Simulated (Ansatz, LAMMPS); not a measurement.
# Elastic response of glassy 58SiO2-9Al2O3-5FeO-7MgO-12CaO-7Na2O-2TiO2 (mol %) (127 atoms), part 2 of 4

How stiff is glassy 58SiO2-9Al2O3-5FeO-7MgO-12CaO-7Na2O-2TiO2 (mol %) (127 atoms), and how do its levels respond to strain?

Ansatz 0.2.0; Kohn-Sham DFT, PBE, PAW (set soft_2), plane waves.

The cell: 25 Si, 8 Al, 2 Fe, 3 Mg, 5 Ca, 6 Na, 1 Ti and 77 O. The quench rate of 200 K/ps is orders of magnitude faster than experiment. The starting topology of bonds comes from the classical model. Without a Hubbard term or exact exchange, open shells on Fe are likely too delocalised. Sampling is at Γ alone.

So far. Step 2 (Single point at the start): The r.m.s. force at the start is 0.70 eV/Å.

### 3. Cell and atoms relaxed

Cell and atoms are freed together, to release stress as well as forces.

input.yaml reads:

```yaml
crystal:
  lattice:
    - [11.8024, 0.0, 0.0]
    - [0.0, 11.8024, 0.0]
    - [0.0, 0.0, 11.8024]
  atoms:
    [... the 127 atom lines of step 2 ...]
magnetization:
  spin_polarized: true
kpoints:
  mp_grid: { grid: [1, 1, 1] }
hamiltonian:
  xc: pbe
scf:
  occupations: { method: gaussian, width: 0.05 }
  lower_state_search: "off"
output:
  forces: true
relax:
  f_tol: 0.05
  max_steps: 150
  cell: {}
```

Command:

```sh
$ ansatz run input.yaml --threads 8 --pin off --max-ram 15872MiB --backend cpu --events-out ev --progress --plain --runs-dir out
```

Numbers of over 12 decimals in the logs are rounded to 6 here.

What it wrote:

```text
[...]
Crystal: 127 atoms, lattice volume = 1644.035 Å³
Basis set: ecut = 420 eV, 31967 PW (Γ), exchange–correlation on 160×160×160 points (8 copies of the dense FFT grid, shifted against one another)
Bands: 513, of which v1, the nominal top of the filled ones, is band 382 counted from 1 (381 counted from 0)
Symmetry: 1 space group operations
[...]
k-points: 1
[...]
Starting moments: Σ|m| = 8 μB on 2 of 127 sites
[...]
SCF iter   1: F=—  HF=-99378.307713 eV  |F-HF|=—  |Δ(HF+E_count)|=         —  Δρ=1.03e-1 (↑1.02e-1 ↓1.03e-1)  dr2=8.41e2  dr2_m=3.83e1  M=-0.032 μB ∫|m|=0.512 μB  β_m=0.30  ethr=3.10e-3  ⟨swp⟩=7.0  Hψ=4685  notcnv=0  defer=188
[...]
SCF iter  33: F=-99265.184755 eV  HF=-99265.184755 eV  |F-HF|=3.01e-8  |Δ(HF+E_count)|=   4.28e-8  Δρ=1.73e-6 (↑1.45e-6 ↓1.73e-6)  dr2=8.31e-8  dr2_m=1.52e-8  M=0.164 μB ∫|m|=7.988 μB  ethr=1.31e-11  ⟨swp⟩=2.0  Hψ=2582  notcnv=0
SCF 1 converged in 33 iterations: F = -99265.184755 eV  dr2 = 8.31e-8
[...]
relax step   1: F+E_penalty+E_count = -99265.18475475 eV  Δ(F+E_penalty+E_count) = +0.000e0 eV  max|allowed force component| = 2.766e0 eV/Å  Δτ_max = 0.0000 Å  P = +1.505 GPa  Ω = 1644.035 Å³  (33 SCF iters, dr2 threshold 1.00e-7 eV, accepted)
[... from here on, the SCF cycles and remarks between the steps are left out ...]
relax step   2: F+E_penalty+E_count = -99267.78874417 eV  Δ(F+E_penalty+E_count) = -2.604e0 eV  max|allowed force component| = 1.520e0 eV/Å  Δτ_max = 0.1949 Å  P = +0.953 GPa  Ω = 1651.123 Å³  energy of the carried Pulay correction = -2.534e-2 eV  (13 SCF iters, dr2 threshold 1.27e-5 eV, accepted)
relax step   3: F+E_penalty+E_count = -99269.20729728 eV  Δ(F+E_penalty+E_count) = -1.419e0 eV  max|allowed force component| = 5.152e-1 eV/Å  Δτ_max = 0.1959 Å  P = +0.078 GPa  Ω = 1660.331 Å³  energy of the carried Pulay correction = -5.810e-2 eV  (10 SCF iters, dr2 threshold 1.27e-5 eV, accepted)
relax step   4: F+E_penalty+E_count = -99269.45776734 eV  Δ(F+E_penalty+E_count) = -2.505e-1 eV  max|allowed force component| = 2.844e-1 eV/Å  Δτ_max = 0.1431 Å  P = -0.264 GPa  Ω = 1668.922 Å³  energy of the carried Pulay correction = -8.850e-2 eV  (9 SCF iters, dr2 threshold 1.27e-5 eV, accepted)
relax step   5: F+E_penalty+E_count = -99269.60286538 eV  Δ(F+E_penalty+E_count) = -1.451e-1 eV  max|allowed force component| = 2.516e-1 eV/Å  Δτ_max = 0.0813 Å  P = -0.165 GPa  Ω = 1670.444 Å³  energy of the carried Pulay correction = -9.387e-2 eV  (10 SCF iters, dr2 threshold 5.06e-6 eV, accepted)
relax step   6: F+E_penalty+E_count = -99269.71804603 eV  Δ(F+E_penalty+E_count) = -1.152e-1 eV  max|allowed force component| = 2.010e-1 eV/Å  Δτ_max = 0.0795 Å  P = -0.001 GPa  Ω = 1671.488 Å³  energy of the carried Pulay correction = -9.756e-2 eV  (12 SCF iters, dr2 threshold 3.96e-6 eV, accepted)
relax step   7: F+E_penalty+E_count = -99269.77926089 eV  Δ(F+E_penalty+E_count) = -6.121e-2 eV  max|allowed force component| = 1.917e-1 eV/Å  Δτ_max = 0.0703 Å  P = -0.008 GPa  Ω = 1676.230 Å³  energy of the carried Pulay correction = -1.142e-1 eV  (12 SCF iters, dr2 threshold 2.52e-6 eV, accepted)
relax step   8: F+E_penalty+E_count = -99269.82298665 eV  Δ(F+E_penalty+E_count) = -4.373e-2 eV  max|allowed force component| = 1.338e-1 eV/Å  Δτ_max = 0.0610 Å  P = +0.037 GPa  Ω = 1679.798 Å³  energy of the carried Pulay correction = -1.268e-1 eV  (11 SCF iters, dr2 threshold 2.30e-6 eV, accepted)
relax step   9: F+E_penalty+E_count = -99269.85569195 eV  Δ(F+E_penalty+E_count) = -3.271e-2 eV  max|allowed force component| = 1.418e-1 eV/Å  Δτ_max = 0.0595 Å  P = +0.018 GPa  Ω = 1683.060 Å³  energy of the carried Pulay correction = -1.382e-1 eV  (11 SCF iters, dr2 threshold 1.12e-6 eV, accepted)
relax step  10: F+E_penalty+E_count = -99269.87585496 eV  Δ(F+E_penalty+E_count) = -2.016e-2 eV  max|allowed force component| = 1.513e-1 eV/Å  Δτ_max = 0.0773 Å  P = -0.105 GPa  Ω = 1688.138 Å³  energy of the carried Pulay correction = -1.559e-1 eV  (10 SCF iters, dr2 threshold 1.26e-6 eV, accepted)
relax step  11: F+E_penalty+E_count = -99269.90575615 eV  Δ(F+E_penalty+E_count) = -2.990e-2 eV  max|allowed force component| = 2.297e-1 eV/Å  Δτ_max = 0.0914 Å  P = -0.074 GPa  Ω = 1690.446 Å³  energy of the carried Pulay correction = -1.640e-1 eV  (10 SCF iters, dr2 threshold 1.43e-6 eV, accepted)
relax step  12: F+E_penalty+E_count = -99269.94552097 eV  Δ(F+E_penalty+E_count) = -3.976e-2 eV  max|allowed force component| = 5.209e-1 eV/Å  Δτ_max = 0.1903 Å  P = +0.027 GPa  Ω = 1694.133 Å³  energy of the carried Pulay correction = -1.768e-1 eV  (10 SCF iters, dr2 threshold 3.30e-6 eV, accepted)
relax step  13: F+E_penalty+E_count = -99269.96453606 eV  Δ(F+E_penalty+E_count) = -1.902e-2 eV  max|allowed force component| = 2.952e-1 eV/Å  Δτ_max = 0.1529 Å  P = -0.124 GPa  Ω = 1698.299 Å³  energy of the carried Pulay correction = -1.913e-1 eV  (9 SCF iters, dr2 threshold 1.27e-5 eV, accepted)
[...]
relax step  21: F+E_penalty+E_count = -99270.36465914 eV  Δ(F+E_penalty+E_count) = -3.108e-1 eV  max|allowed force component| = 3.746e-2 eV/Å  Δτ_max = 0.0000 Å  P = +0.291 GPa  Ω = 1698.527 Å³  stress off target by 5.77e-1 GPa  SCF on the basis re-selected at this cell (its energy is not comparable with the rows above)  (11 SCF iters)
relax step  22: F+E_penalty+E_count = -99270.20231706 eV  Δ(F+E_penalty+E_count) = +1.623e-1 eV  max|allowed force component| = 8.833e-1 eV/Å  Δτ_max = 0.1703 Å  P = -0.353 GPa  Ω = 1722.246 Å³  energy of the carried Pulay correction = -8.435e-2 eV  (12 SCF iters, dr2 threshold 8.32e-7 eV, rejected (line search))
relax step  23: F+E_penalty+E_count = -99270.34752173 eV  Δ(F+E_penalty+E_count) = +1.714e-2 eV  max|allowed force component| = 6.957e-2 eV/Å  Δτ_max = 0.0529 Å  P = -0.077 GPa  Ω = 1709.069 Å³  energy of the carried Pulay correction = -3.666e-2 eV  (18 SCF iters, accepted)
relax step  24: F+E_penalty+E_count = -99270.35122466 eV  Δ(F+E_penalty+E_count) = -3.703e-3 eV  max|allowed force component| = 3.842e-2 eV/Å  Δτ_max = 0.0172 Å  P = -0.034 GPa  Ω = 1708.847 Å³  energy of the carried Pulay correction = -3.585e-2 eV  (9 SCF iters, dr2 threshold 3.02e-7 eV, accepted)
relax step  25: F+E_penalty+E_count = -99270.34786738 eV  Δ(F+E_penalty+E_count) = +3.357e-3 eV  max|allowed force component| = 1.014e-1 eV/Å  Δτ_max = 0.1321 Å  P = +0.048 GPa  Ω = 1709.421 Å³  energy of the carried Pulay correction = -3.798e-2 eV  (16 SCF iters, dr2 threshold 9.21e-9 eV, rejected (line search))
relax step  26: F+E_penalty+E_count = -99270.35556984 eV  Δ(F+E_penalty+E_count) = -4.345e-3 eV  max|allowed force component| = 2.803e-2 eV/Å  Δτ_max = 0.0639 Å  P = +0.017 GPa  Ω = 1709.128 Å³  energy of the carried Pulay correction = -3.688e-2 eV  (17 SCF iters, accepted)
relax step  27: F+E_penalty+E_count = -99270.35223285 eV  Δ(F+E_penalty+E_count) = +3.337e-3 eV  max|allowed force component| = 4.435e-2 eV/Å  Δτ_max = 0.0732 Å  P = -0.010 GPa  Ω = 1710.880 Å³  energy of the carried Pulay correction = -4.313e-2 eV  (16 SCF iters, accepted)
relax step  28: F+E_penalty+E_count = -99270.34951115 eV  Δ(F+E_penalty+E_count) = +2.722e-3 eV  max|allowed force component| = 6.075e-2 eV/Å  Δτ_max = 0.0757 Å  P = -0.025 GPa  Ω = 1712.161 Å³  energy of the carried Pulay correction = -4.775e-2 eV  (16 SCF iters, accepted)
relax step  29: F+E_penalty+E_count = -99270.35172698 eV  Δ(F+E_penalty+E_count) = -2.216e-3 eV  max|allowed force component| = 4.034e-2 eV/Å  Δτ_max = 0.0320 Å  P = +0.014 GPa  Ω = 1712.166 Å³  energy of the carried Pulay correction = -4.777e-2 eV  (10 SCF iters, dr2 threshold 2.31e-7 eV, accepted)
relax step  30: F+E_penalty+E_count = -99270.40860307 eV  Δ(F+E_penalty+E_count) = -5.688e-2 eV  max|allowed force component| = 4.057e-2 eV/Å  Δτ_max = 0.0000 Å  P = +0.034 GPa  Ω = 1712.166 Å³  stress off target by 9.33e-2 GPa  SCF on the basis re-selected at this cell (its energy is not comparable with the rows above)  (10 SCF iters)
relax step  31: F+E_penalty+E_count = -99270.40608235 eV  Δ(F+E_penalty+E_count) = +2.521e-3 eV  max|allowed force component| = 4.449e-2 eV/Å  Δτ_max = 0.0318 Å  P = -0.000 GPa  Ω = 1713.480 Å³  energy of the carried Pulay correction = -4.399e-3 eV  (12 SCF iters, dr2 threshold 2.18e-8 eV, accepted)
relax step  32: F+E_penalty+E_count = -99270.41122717 eV  Δ(F+E_penalty+E_count) = -5.145e-3 eV  max|allowed force component| = 4.451e-2 eV/Å  Δτ_max = 0.0000 Å  P = +0.001 GPa  Ω = 1713.480 Å³  stress off target by 1.08e-2 GPa  SCF on the basis re-selected at this cell (its energy is not comparable with the rows above)  (6 SCF iters)
[...]
SCF converged after 6 iterations
Magnetization: 0.0000 μB (382.0000 up, 382.0000 down)
Absolute magnetization: 7.8255 μB (∫|ρ↑−ρ↓|, with the PAW one-centre terms)
[...]
Per-site moments (μB) at R_I (Å): [(3.5256516501182053e-6, 0.666958), (1.4271138598472863e-6, 0.666538), (-2.0242620428755948e-5, 0.660770), (-0.00363031, 0.667014), (6.140717580610768e-7, 0.669339), [...]
Free energy (F): -99270.411227 eV
[...]
Internal energy: -99270.411227 eV  (E = F + TS)
E sigma→0 (E₀):  -99270.411227 eV
Fermi energy:    6.089844 eV
[...]
--- Forces (eV/Å), atoms counted from 1 ---
  atom   1  Si     0.00369954    -0.00924468    -0.00128170
  atom   2  Si     0.00337412     0.00670897     0.00416198
  atom   3  Si     0.00327639     0.00420474     0.00673655
  atom   4  Si     0.00353190     0.01127808    -0.00731038
  atom   5  Si    -0.00568031     0.01091589     0.01938664
  atom   6  Si    -0.01750682     0.00642000    -0.00156578
  atom   7  Si     0.00216778     0.00522457     0.00670997
  atom   8  Si     0.00114930    -0.00356064     0.00137515
  atom   9  Si    -0.00631911    -0.00074651     0.00682166
  atom  10  Si    -0.00470327     0.01018851    -0.00184110
  atom  11  Si    -0.00514444    -0.00506724    -0.00852095
  atom  12  Si    -0.00569541     0.00023849    -0.00028162
  atom  13  Si    -0.00258446     0.00954413    -0.00568815
  atom  14  Si     0.00334895     0.00834111     0.00012524
[...]
atom 126  O      0.00590377     0.00024907     0.00074955
  atom 127  O      0.00663120     0.00826566     0.00254502
  max |Σ_I F_I| component: 2.46e-5 eV/Å
--- Stress (GPa, compression-positive) ---
       -0.002789       0.001567      -0.002469
        0.001569       0.001477       0.008028
       -0.002465       0.008031       0.003739
  P = ⅓ Tr σ = 0.0008 GPa (0.008 kbar)
--- Relaxed structure (29 steps of the walk, 26 accepted, 3 SCFs on fresh bases) ---
  F+E_penalty+E_count = -99270.41122717 eV   max|allowed force component| = 4.451e-2 eV/Å   (the final SCF, on the basis selected at the relaxed cell)
  cell:  # Å, volume = 1713.4799 Å³
    - [11.767814, 0.0066836, -0.058802]
    - [0.0066836, 12.000299, -0.284552]
    - [-0.058802, -0.284552, 12.140685]
  atoms:
    - { symbol: Si, position: [0.923136, 0.974082, 0.030144] }
    - { symbol: Si, position: [0.718794, 0.355963, 0.894699] }
    - { symbol: Si, position: [0.741126, 0.608371, 0.149100] }
    - { symbol: Si, position: [0.288249, 0.511055, 0.975496] }
[...]
- { symbol: O, position: [0.812176, 0.923579, 0.498434] }
```

Wall time 22 min (8 threads of Arm Neoverse V1, shared host); peak memory 4.7 GiB; 2.8 h of CPU time.

The relaxation converged after 29 steps, with a largest force component of 0.045 eV/Å.

[end of part 2 of 4]

[Logs are printed without paths, hosts, clocks, repeated set-up lines and the standing remarks that a program may print on its own settings, such as how far it seeks lower states.]

[Hosts, paths, dates, database ids (printed as entryN), source tags and the programs' standing remarks are cut or masked in the printed files.]
